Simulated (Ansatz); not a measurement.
# Work function of Ru(0001): what the settings cost and change

How far do functional and pseudopotentials move the work function of Ru(0001), and at what cost?

Program: Ansatz 0.2.0. Level of theory: plane-wave DFT, PBE, Ansatz PAW, in the first sound run; inputs show where later runs differ. Results are calculated unless marked as measured.

Most raw output is cut from this account.

## (1) The starting structure

The cell holds 7 atoms: 7 Ru. Its edges and angles: a = 2.700 Å, b = 2.700 Å, c = 30.830 Å, α = 90.0°, β = 90.0°, γ = 60.0°. Vacuum lies along c.

Coordinates:

```cif
data_structure
_symmetry_space_group_name_H-M 'P 1'
_symmetry_Int_Tables_number 1
_cell_length_a 2.7000
_cell_length_b 2.7000
_cell_length_c 30.8304
_cell_angle_alpha 90.000
_cell_angle_beta 90.000
_cell_angle_gamma 60.000
_cell_volume 194.64
loop_
_atom_site_label
_atom_site_type_symbol
_atom_site_fract_x
_atom_site_fract_y
_atom_site_fract_z
_atom_site_occupancy
Ru1 Ru 0.00000 0.00000 0.29192 1
Ru2 Ru 0.66667 0.66667 0.36128 1
Ru3 Ru 0.00000 0.00000 0.43064 1
Ru4 Ru 0.66667 0.66667 0.50000 1
Ru5 Ru 0.00000 0.00000 0.56936 1
Ru6 Ru 0.66667 0.66667 0.63872 1
Ru7 Ru 0.00000 0.00000 0.70808 1
```

## (2) Slab, setting PBE, Ansatz PAW (420 eV)

A work function rests on the faint tail of the density, so the SCF threshold is tight. PBE on the default files comes first; the next runs keep the geometry and change functional or files, each at the cutoff that its files recommend; a relaxation and, for heavy metals, spin-orbit coupling close the ladder.

File input.yaml:

```yaml
crystal:
  lattice:
    - [2.7, 0.0, 0.0]
    - [1.35, 2.3382685902, 0.0]
    - [0.0, 0.0, 30.8304]
  atoms:
    - { symbol: Ru, position: [0.0, 0.0, 0.2919196637] }
    - { symbol: Ru, position: [0.6666666667, 0.6666666667, 0.3612797758] }
    - { symbol: Ru, position: [0.0, 0.0, 0.4306398879] }
    - { symbol: Ru, position: [0.6666666667, 0.6666666667, 0.5] }
    - { symbol: Ru, position: [0.0, 0.0, 0.5693601121] }
    - { symbol: Ru, position: [0.6666666667, 0.6666666667, 0.6387202242] }
    - { symbol: Ru, position: [0.0, 0.0, 0.7080803363] }
kpoints:
  mp_grid: { grid: [17, 17, 1] }
hamiltonian:
  xc: pbe
scf:
  occupations: { method: fermi_dirac, width: 0.1 }
  convergence: { dr2_threshold: 1.0e-09 }
efield:
  axis: 3
  dipole_correction: true
  ramp_position: 0.97
  ramp_width: 0.06
output:
  write_potential: true
  write_density: true
  volumetric_format: npy
  elf: true
```

Command:

```
$ ansatz run input.yaml --threads 4 --pin off --max-ram 6144MiB --backend cpu --events-out ev --progress --plain --runs-dir out
```

Elapsed: 37 s, on 4 threads of Arm Neoverse N1, shared host; peak memory 0.8 GiB.

This step gave:

- energy at zero smearing: -41148.6727 eV
- work function, upper face: 5.067 eV

Running mean over 2.138 Å of the planar mean; the ramp of the sawtooth is left out. The electron's electrostatic potential energy less the Fermi level by z:

| z (Å) | electron's electrostatic potential energy less the Fermi level (eV) |
| --- | --- |
| 4 | 5.07 |
| 5 | 5.06 |
| 6 | 4.98 |
| 7 | 3.95 |
| 8 | -6.28 |
| 9 | -14.3 |
| 10 | -14.7 |
| 11 | -14.8 |
| 12 | -14.9 |
| 13 | -14.8 |
| 14 | -14.8 |
| 15 | -14.8 |
| 16 | -14.8 |
| 17 | -14.8 |
| 18 | -14.8 |
| 19 | -14.9 |
| 20 | -14.8 |
| 21 | -14.6 |
| 22 | -14.0 |
| 23 | -3.67 |
| 24 | 4.34 |
| 25 | 5.01 |
| 26 | 5.06 |
| 27 | 5.07 |

Valence density in the ca plane at fractional y = 0.000, with atoms of Ru within 0.2 Å of it. It is the smooth field of the valence electrons, not physical close to the nuclei.

Values in units of 1e0 e/Å³, 5 rows by 16 columns, each cell a mean:
```
0.4 0.7 6.4 1.8 0.4 0.4 4.6 3.9 0.4 0.4 2.5 6.0 0.3 0.0 0.0 0.0
1.0 0.4 1.2 0.5 0.9 0.5 0.9 0.8 0.6 0.8 0.6 1.1 0.1 0.0 0.0 0.0
1.5 0.4 0.4 0.3 1.3 0.7 0.4 0.4 0.8 1.1 0.3 0.4 0.1 0.0 0.0 0.0
0.7 0.5 2.6 0.8 0.6 0.5 1.9 1.6 0.5 0.6 1.1 2.4 0.2 0.0 0.0 0.0
0.3 0.8 8.0 2.4 0.3 0.4 5.8 4.9 0.3 0.3 3.2 7.4 0.4 0.0 0.0 0.0
```
Columns run along c (16.0 Å, from fractional 0.35 to 0.87 of the cell), rows up along a (2.7 Å). Atoms in or near the plane, at fractional coordinates: Ru at (0.43, 0.00), Ru at (0.57, 0.00), Ru at (0.71, 0.00).

Electrostatic potential energy in the ca plane at fractional y = 0.000, with atoms of Ru within 0.2 Å of it. With pseudopotentials it is smooth inside the atoms' cores, unlike the true potential.

Ten even steps from '0' (-88 eV) to '9' (14 eV), each cell a mean:
```
99998400269999998300279999997300389999999999
88999743589988998643689988998633689999999999
77899887899877899877899877899877899999999999
76789999999866799999999866899999999999999999
76789988999876899988999877899988999999999999
88899865789988899755789888899755799999999999
99998511379999998411479999998411489999999999
99998400169999997200169999997200279999999999
```
Columns run along c (16.0 Å, from fractional 0.35 to 0.87 of the cell; values clipped at the 3rd and 97th percentile), rows up along a (2.7 Å). Atoms in or near the plane, at fractional coordinates: Ru at (0.43, 0.00), Ru at (0.57, 0.00), Ru at (0.71, 0.00).

ELF in the ca plane at fractional y = 0.000, with atoms of Ru within 0.2 Å of it. It is the smooth field of the valence electrons, not physical close to the nuclei.

Ten even steps from '0' (0.00) to '9' (0.66), each cell a mean:
```
43443897963444444988954443445988941100000000
33344589744433343689744433344799732110000000
45434345434345434345444355334345433210000000
67534444443367434444443467434444444321000000
56434334343356434334343366434334433211000000
34344477644334343577534344344577532110000000
33443799954433444899844433445899841110000000
44444874963444444965953444445956951100000000
```
Columns run along c (16.0 Å, from fractional 0.35 to 0.87 of the cell), rows up along a (2.7 Å). Atoms in or near the plane, at fractional coordinates: Ru at (0.43, 0.00), Ru at (0.57, 0.00), Ru at (0.71, 0.00).

The work function is 5.067 eV.

## (3) Slab

This step: plane-wave DFT, LDA, Ansatz PAW (Ansatz 0.2.0).

Edit input.yaml of step 2 so:

```diff
@@ -16,3 +16,3 @@
 hamiltonian:
-  xc: pbe
+  xc: lda
 scf:
@@ -29,2 +29 @@
   volumetric_format: npy
-  elf: true
```

Wall time 36 s (4 threads); peak memory 0.79 GiB.

The work function is 5.428 eV, +0.361 eV from the run “PBE, Ansatz PAW (420 eV)”, at 1.0 times its CPU time.

## (4) Run

This step: plane-wave DFT, PBEsol, Ansatz PAW (Ansatz 0.2.0).

Edit input.yaml of step 3 so:

```diff
@@ -16,3 +16,3 @@
 hamiltonian:
-  xc: lda
+  xc: pbesol
 scf:
```

The job ended after 37 s (4 threads; peak memory 0.8 GiB).

The work function is 5.200 eV, +0.133 eV from the run “PBE, Ansatz PAW (420 eV)”, at 1.0 times its CPU time.

## (5) Run

This step: plane-wave DFT, RPBE, Ansatz PAW (Ansatz 0.2.0).

Edit input.yaml of step 4 so:

```diff
@@ -16,3 +16,3 @@
 hamiltonian:
-  xc: pbesol
+  xc: rpbe
 scf:
```

Wall time 36 s (4 threads); peak memory 0.8 GiB.

The work function is 4.896 eV, -0.171 eV from the run “PBE, Ansatz PAW (420 eV)”, at 0.98 times its CPU time.

## (6) Slab

This step: plane-wave DFT, r2SCAN, Ansatz PAW (Ansatz 0.2.0).

Edit input.yaml of step 5 so:

```diff
@@ -16,3 +16,3 @@
 hamiltonian:
-  xc: rpbe
+  xc: r2scan
 scf:
```

The job ended after 73 s (4 threads; peak memory 1.2 GiB).

The work function is 5.080 eV, +0.013 eV from the run “PBE, Ansatz PAW (420 eV)”, at 2.0 times its CPU time.

## (7) Run

This step: plane-wave DFT, PBE, JTH PAW (Ansatz 0.2.0).

Edit input.yaml of step 6 so:

```diff
@@ -16,3 +16,4 @@
 hamiltonian:
-  xc: r2scan
+  xc: pbe
+  pseudopotentials: { kind: paw, source: jth }
 scf:
```

It took 5.1 min on 4 threads; peak memory 5.2 GiB; 18 min of CPU time.

The work function is 5.054 eV, -0.013 eV from the run “PBE, Ansatz PAW (420 eV)”, at 9.5 times its CPU time.

## (8) Run

This step: plane-wave DFT, PBE, norm-conserving (Ansatz 0.2.0).

Edit input.yaml of step 7 so:

```diff
@@ -17,3 +17,3 @@
   xc: pbe
-  pseudopotentials: { kind: paw, source: jth }
+  pseudopotentials: { kind: nc }
 scf:
```

Run time: 2.8 min. Hardware: 4 threads; peak memory 2.5 GiB; 9.9 min of CPU time.

The work function is 5.069 eV, +0.002 eV from the run “PBE, Ansatz PAW (420 eV)”, at 5.1 times its CPU time.

## (9) Run

This step: plane-wave DFT, LDA, norm-conserving (Ansatz 0.2.0).

Edit input.yaml of step 8 so:

```diff
@@ -16,3 +16,3 @@
 hamiltonian:
-  xc: pbe
+  xc: lda
   pseudopotentials: { kind: nc }
```

Elapsed: 2.6 min, on 4 threads; peak memory 2.6 GiB.

The work function is 5.431 eV, +0.364 eV from the run “PBE, Ansatz PAW (420 eV)”, at 4.8 times its CPU time.

## (10) Slab, setting PBE, all layers relaxed

This step: plane-wave DFT, PBE, Ansatz PAW (Ansatz 0.2.0).

Edit input.yaml of step 9 so:

```diff
@@ -16,4 +16,3 @@
 hamiltonian:
-  xc: lda
-  pseudopotentials: { kind: nc }
+  xc: pbe
 scf:
@@ -26,2 +25,5 @@
   ramp_width: 0.06
+relax:
+  f_tol: 0.01
+  max_steps: 40
 output:
```

It took 100 s on 4 threads; peak memory 0.72 GiB; 5.6 min of CPU time.

The relaxation took 4 steps and lowered the energy by 0.047 eV; the largest force on the free atoms ends at 0.0053 eV/Å.

The work function is 5.010 eV, -0.056 eV from the run “PBE, Ansatz PAW (420 eV)”, at 2.9 times its CPU time.

## (11) Run

This step: plane-wave DFT, PBE, fully relativistic PAW with spin-orbit coupling (Ansatz 0.2.0).

Edit input.yaml of step 10 so:

```diff
@@ -17,2 +17,3 @@
   xc: pbe
+  pseudopotentials: { kind: paw_fr }
 scf:
@@ -25,5 +26,5 @@
   ramp_width: 0.06
-relax:
-  f_tol: 0.01
-  max_steps: 40
+magnetization:
+  noncollinear: true
+  spin_orbit: true
 output:
```

Wall time 4.8 min (4 threads); peak memory 3 GiB; 18 min of CPU time.

The work function is 5.067 eV, +0.001 eV from the run “PBE, Ansatz PAW (420 eV)”, at 9.1 times its CPU time.

## (12) Side by side

Times are for 4 threads of Arm Neoverse N1, shared host. The runs compared:

| no. | setting | work function, upper face (eV) | time | memory (GiB) |
| --- | --- | --- | --- | --- |
| 1 | PBE, Ansatz PAW (420 eV) | 5.067 | 37 s | 0.8 |
| 2 | LDA, Ansatz PAW (420 eV) | 5.428 | 36 s | 0.79 |
| 3 | PBEsol, Ansatz PAW (420 eV) | 5.200 | 37 s | 0.8 |
| 4 | RPBE, Ansatz PAW (420 eV) | 4.896 | 36 s | 0.8 |
| 5 | r2SCAN, Ansatz PAW (500 eV) | 5.080 | 73 s | 1.2 |
| 6 | PBE, JTH PAW (1800 eV) | 5.054 | 5.1 min | 5.2 |
| 7 | PBE, norm-conserving (1143 eV) | 5.069 | 2.8 min | 2.5 |
| 8 | LDA, norm-conserving (1197 eV) | 5.431 | 2.6 min | 2.6 |
| 9 | PBE, all layers relaxed | 5.010 | 100 s | 0.72 |
| 10 | PBE with spin-orbit coupling (420 eV) | 5.067 | 4.8 min | 3.0 |

## (13) Varying the input

This step: plane-wave DFT, PBE, Ansatz PAW (Ansatz 0.2.0).

An input spoilt on purpose, to show how the run answers: it repeats the earlier run “PBE, Ansatz PAW (420 eV)” with efield.ramp_width from 0.06 to 0.9, and scf.max_iter set to 50; its output block differs too.

Edit input.yaml of step 11 so:

```diff
@@ -17,3 +17,2 @@
   xc: pbe
-  pseudopotentials: { kind: paw_fr }
 scf:
@@ -21,2 +20,3 @@
   convergence: { dr2_threshold: 1.0e-09 }
+  max_iter: 50
 efield:
@@ -25,6 +25,3 @@
   ramp_position: 0.97
-  ramp_width: 0.06
-magnetization:
-  noncollinear: true
-  spin_orbit: true
+  ramp_width: 0.9
 output:
```

Elapsed: 0.27 s, on 4 threads; peak memory 0.36 GiB.

The program refused the input before any cycle.

The program's message: “Error: efield: ion 0 (Ru) at fractional coordinate 0.2919 along the field axis lies inside the sawtooth ramp with 2 of the planes that the density is read on at each end, [0.9607, 0.8793] — the ramp m …”

The fault put into the input: a ramp so wide that it reaches the atoms.

## (14) Results

```json
{
  "work function, PBE, Ansatz PAW (420 eV)": "5.067 eV",
  "work function, LDA, Ansatz PAW (420 eV)": "5.428 eV",
  "work function, RPBE, Ansatz PAW (420 eV)": "4.896 eV",
  "work function, r2SCAN, Ansatz PAW (500 eV)": "5.080 eV",
  "work function, LDA, norm-conserving (1197 eV)": "5.431 eV",
  "work function, PBE, all layers relaxed": "5.010 eV",
  "work function, PBE with spin-orbit coupling (420 eV)": "5.067 eV"
}
```

In words: PBE on the default files gives 5.07 eV, and the settings tried spread the value from 4.90 to 5.43 eV. At one geometry LDA lies 0.36 eV above PBE. The choice of pseudopotentials moves the PBE value by 0.015 eV. Relaxing the layers changes it by -0.056 eV. Spin-orbit coupling, on the fully relativistic files, changes it by +0.00 eV. The ladder's slabs use the tabulated experimental lattice constant (two decimals; a low-temperature value for the alkali metals).

[Logs are printed without paths, hosts, clocks, repeated set-up lines and the standing remarks that a program may print on its own settings, such as how far it seeks lower states.]

[Hosts, paths, dates, database ids (printed as entryN), source tags and the programs' standing remarks are cut or masked in the printed files.]

[Maps of the electrostatic potential energy from Ansatz leave out the sawtooth potential of an applied field or a dipole correction, so their vacuum need not be flat; planar profiles and work functions include it.]
